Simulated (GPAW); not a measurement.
# The basis that the transmission of a Ta chain with a Cu atom on top of one atom needs, part 2 of 2

Wanted: the zero-bias transmission of a Ta chain with a Cu atom on top of one atom on a ladder of levels, with run times.

GPAW 26.7.0; GPAW LCAO, PAW setups; Landauer transmission from Green's functions with principal layers (ASE), zero bias.

So far, transmission at the Fermi level (one spin): step 2 (GPAW, dzp, PBE, GPAW) 5.01; step 3 (basis szp(dzp), PBE, GPAW) 5.02; step 4 (basis sz(dzp), PBE, GPAW) 5.01; step 5 (revPBE) 5.00.

## 8. Smearing 0.3, grid spacing 0.25

Smearing helps the SCF of a metal converge, but it blurs occupations at band edges near the Fermi level. The real-space grid carries density and potential; a coarse one breaks translation symmetry along the lead and scatters electrons that should pass.

This step: GPAW LCAO, PAW setups; Landauer transmission from Green's functions with principal layers (ASE), zero bias (GPAW 26.7.0).

run.py

```python
import json
import numpy as np
from ase import Atoms
from ase.transport.calculators import TransportCalculator
from gpaw import GPAW, FermiDirac
from gpaw.lcao.tools import get_lcao_hamiltonian
from scipy.linalg import eigh

# The junction with lead layers at both ends, along the third cell vector
device = Atoms(
    ['Ta', 'Ta', 'Ta', 'Ta', 'Ta', 'Ta', 'Ta', 'Ta', 'Cu', 'Ta', 'Ta', 'Ta', 'Ta', 'Ta', 'Ta', 'Ta'],
    positions=[
        [4.50000, 4.50000, 1.20000],
        [4.50000, 4.50000, 3.60000],
        [4.50000, 4.50000, 6.00000],
        [4.50000, 4.50000, 8.40000],
        [4.50000, 4.50000, 10.80000],
        [4.50000, 4.50000, 13.20000],
        [4.50000, 4.50000, 15.60000],
        [4.50000, 4.50000, 18.00000],
        [6.71400, 4.50000, 18.00000],
        [4.50000, 4.50000, 20.40000],
        [4.50000, 4.50000, 22.80000],
        [4.50000, 4.50000, 25.20000],
        [4.50000, 4.50000, 27.60000],
        [4.50000, 4.50000, 30.00000],
        [4.50000, 4.50000, 32.40000],
        [4.50000, 4.50000, 34.80000]],
    cell=[[9.0, 0.0, 0.0], [0.0, 9.0, 0.0], [0.0, 0.0, 36.0]],
    pbc=True)

# One principal layer of the lead: the first 5 atoms of the device
lead = Atoms(
    ['Ta', 'Ta', 'Ta', 'Ta', 'Ta'],
    positions=[
        [4.50000, 4.50000, 1.20000],
        [4.50000, 4.50000, 3.60000],
        [4.50000, 4.50000, 6.00000],
        [4.50000, 4.50000, 8.40000],
        [4.50000, 4.50000, 10.80000]],
    cell=[[9.0, 0.0, 0.0], [0.0, 9.0, 0.0], [0.0, 0.0, 12.0]],
    pbc=True)

settings = dict(mode='lcao', basis='dzp', xc='PBE', h=0.25,
                occupations=FermiDirac(0.3), maxiter=250,
                mixer=dict(beta=0.1, nmaxold=8, weight=100.0),
                convergence=dict(density=0.0001))
energies = np.arange(-2, 2 + 1e-9, 0.05)
eta = 0.0001
n1, n2 = 1, 1
# k and -k transmit alike, so half of the mesh across the current serves
mesh = [(i, j) for i in range(n1) for j in range(n2) if (i, j) <= (-i % n1, -j % n2)]
weights = np.array([1 if (i, j) == (-i % n1, -j % n2) else 2 for i, j in mesh]) / (n1 * n2)

# [... helper functions left out ...]
fermi_lead = ground_state(lead, (1, 1, 10), 'lead.txt')
fermi_device = ground_state(device, (1, 1, 2), 'device.txt')
# [... loop over the mesh left out, but for ...]
        # Shift the lead onto the potential of the device's first layer
        shift = ((H[:, 0, 0] - H0[:, 0, 0]) / S0[0, 0]).real.mean()
# [...]
kT = 8.617333e-5 * 77
bias = [0.1, 0.2, 0.5, 1.0, 1.5, 2.0]
# [... integrals and printing left out ...]
```

The run is started by

```console
$ OMP_NUM_THREADS=1 OPENBLAS_NUM_THREADS=1 python run.py
```

Output:

```text
basis functions: device 450, principal layer 145
Fermi level: lead -2.3330 eV, device -2.2558 eV; lead shifted by 0.0040 eV
largest coupling past the next layer 9.06e-08 eV, largest misfit of the first layer 0.017 eV
  E-E_F (eV)   T (one spin)  [channel counts left out]
    -2.000    1.4291e+00
    -1.950    1.6642e+00
    -1.900    1.9026e+00
    -1.850    2.1249e+00
    -1.800    2.3139e+00
    -1.750    2.4883e+00
    -1.700    3.5355e+00
    -1.650    2.9119e+00
    -1.600    2.9305e+00
    -1.550    2.9741e+00
    -1.500    3.0191e+00
    -1.450    3.0613e+00
    -1.400    3.0993e+00
    -1.350    3.1294e+00
    -1.300    3.1548e+00
    -1.250    3.1722e+00
[...]
1.650    3.9661e+00
     1.700    3.9614e+00
     1.750    3.9545e+00
     1.800    3.9462e+00
     1.850    3.9371e+00
     1.900    3.9264e+00
     1.950    3.9112e+00
     2.000    3.8790e+00
conductance at 77 K: 4.9837 G0 a cell; thermopower -0.001065 uV/K
current from the zero-bias T(E) at 0.1 V: 38.604 uA
current from the zero-bias T(E) at 0.2 V: 77.091 uA
current from the zero-bias T(E) at 0.5 V: 185.28 uA
current from the zero-bias T(E) at 1.0 V: 346.27 uA
current from the zero-bias T(E) at 1.5 V: 501.14 uA
current from the zero-bias T(E) at 2.0 V: 660.62 uA
```

The job ended after 2.3 min (1 thread of Arm Neoverse V2, shared host; peak memory 0.97 GiB).

The run finished with changed settings (width = 0.3 and h = 0.25); it serves as a test.

The two runs compared:

| quantity | this run | sound run | difference |
| --- | --- | --- | --- |
| conductance (G₀) | 4.9837 | 5.0003 | -0.0165 |
| largest coupling past the next principal layer (eV) | 9.058e-8 | 9.060e-8 | -2.3e-11 |
| largest misfit of the first principal layer (eV) | 0.017082 | 0.025764 | -0.00868 |
| shift that aligns the lead (eV) | 0.0039633 | -0.011028 | 0.0150 |
| transmission at the Fermi level (one spin) | 4.9842 | 5.0076 | -0.0234 |

## 9. SCF mesh 1×1×1, temperature 700

The SCF mesh sets the Fermi level of the repeated cell. Temperature enters only through the Fermi window.

Changes to run.py since step 8:

```diff
@@ -43,4 +43,4 @@
 
-settings = dict(mode='lcao', basis='dzp', xc='PBE', h=0.25,
-                occupations=FermiDirac(0.3), maxiter=250,
+settings = dict(mode='lcao', basis='dzp', xc='PBE', h=0.2,
+                occupations=FermiDirac(0.1), maxiter=250,
                 mixer=dict(beta=0.1, nmaxold=8, weight=100.0),
@@ -56,3 +56,3 @@
 fermi_lead = ground_state(lead, (1, 1, 10), 'lead.txt')
-fermi_device = ground_state(device, (1, 1, 2), 'device.txt')
+fermi_device = ground_state(device, (1, 1, 1), 'device.txt')
 # [... loop over the mesh left out, but for ...]
@@ -61,3 +61,3 @@
 # [...]
-kT = 8.617333e-5 * 77
+kT = 8.617333e-5 * 700
 bias = [0.1, 0.2, 0.5, 1.0, 1.5, 2.0]
```

Output:

```text
basis functions: device 450, principal layer 145
Fermi level: lead -2.2740 eV, device -2.1680 eV; lead shifted by -0.0301 eV
largest coupling past the next layer 9.06e-08 eV, largest misfit of the first layer 0.059 eV
  E-E_F (eV)   T (one spin)  [channel counts left out]
    -2.000    1.5236e+00
    -1.950    1.7911e+00
    -1.900    2.0364e+00
    -1.850    2.2375e+00
    -1.800    2.3959e+00
    -1.750    3.4610e+00
    -1.700    2.7811e+00
    -1.650    2.8389e+00
    -1.600    2.9288e+00
    -1.550    3.0204e+00
    -1.500    3.1004e+00
    -1.450    3.1638e+00
    -1.400    3.1558e+00
    -1.350    3.2001e+00
    -1.300    3.2088e+00
    -1.250    3.2080e+00
[...]
1.650    3.9709e+00
     1.700    3.9782e+00
     1.750    3.9774e+00
     1.800    3.9581e+00
     1.850    3.9570e+00
     1.900    3.9349e+00
     1.950    3.9064e+00
     2.000    3.8309e+00
conductance at 700 K: 4.9572 G0 a cell; thermopower -2.03 uV/K
current from the zero-bias T(E) at 0.1 V: 38.376 uA
current from the zero-bias T(E) at 0.2 V: 76.549 uA
current from the zero-bias T(E) at 0.5 V: 187.18 uA
current from the zero-bias T(E) at 1.0 V: 353.19 uA
current from the zero-bias T(E) at 1.5 V: 510.29 uA
current from the zero-bias T(E) at 2.0 V: 669.51 uA
```

Elapsed: 2 min, on 1 thread; peak memory 1.5 GiB.

The run finished with changed settings (scf_mesh = [1, 1, 1] and temperature = 700); it serves as a test.

Side by side:

| quantity | this run | sound run | difference |
| --- | --- | --- | --- |
| conductance (G₀) | 4.9572 | 5.0003 | -0.0430 |
| largest misfit of the first principal layer (eV) | 0.058580 | 0.025764 | 0.0328 |
| shift that aligns the lead (eV) | -0.030143 | -0.011028 | -0.0191 |
| transmission at the Fermi level (one spin) | 5.0118 | 5.0076 | 0.00422 |

The two runs differ clearly in the largest misfit of the first principal layer: 0.0586 eV against 0.0258 eV.

## 10. Outcome

```yaml
conductance: 5.00 G₀
transmission_at_the_fermi_level_mean_of_the_spins: 5.01
thermopower: about 0 (under 1.5 μV/K)
```

In the dzp basis the junction conducts 5.00 G₀ at 77 K, with T = 5.01 a spin at the Fermi level; the sz basis reaches that conductance within 10 %. At the Fermi level the three most open eigenchannels pass 1.00, 1.00 and 1.00. Measured against the first run (dzp), the nearest curve is that of dzp-revPBE (r.m.s. 0.029) and the farthest that of sz (0.22). Over the compared runs wall time goes from 84 s (sz) to 192 s (dzp-revPBE), on a shared host. The geometry was built from estimated bond lengths and not relaxed, so the numbers describe this model structure. The run had no spin polarisation, so a magnetic state, which chains and small molecules with open shells often have, wasn't tested. Spin-orbit coupling is left out, which matters for the heavy atoms here. An evenly spaced straight chain is an idealisation: free chains tend to dimerise, zigzag or, where a band edge lies near the Fermi level, turn magnetic. The currents use the zero-bias T(E) throughout, which holds only while the bias is small against the distance to the nearest feature. The energy step is wider than the thermal energy, so the conductance and thermopower rest on interpolation of T(E).

[Logs are printed without paths, hosts, clocks, repeated set-up lines and the standing remarks that a program may print on its own settings, such as how far it seeks lower states.]

[Hosts, paths, dates, database ids (printed as entryN), source tags and the programs' standing remarks are cut or masked in the printed files.]
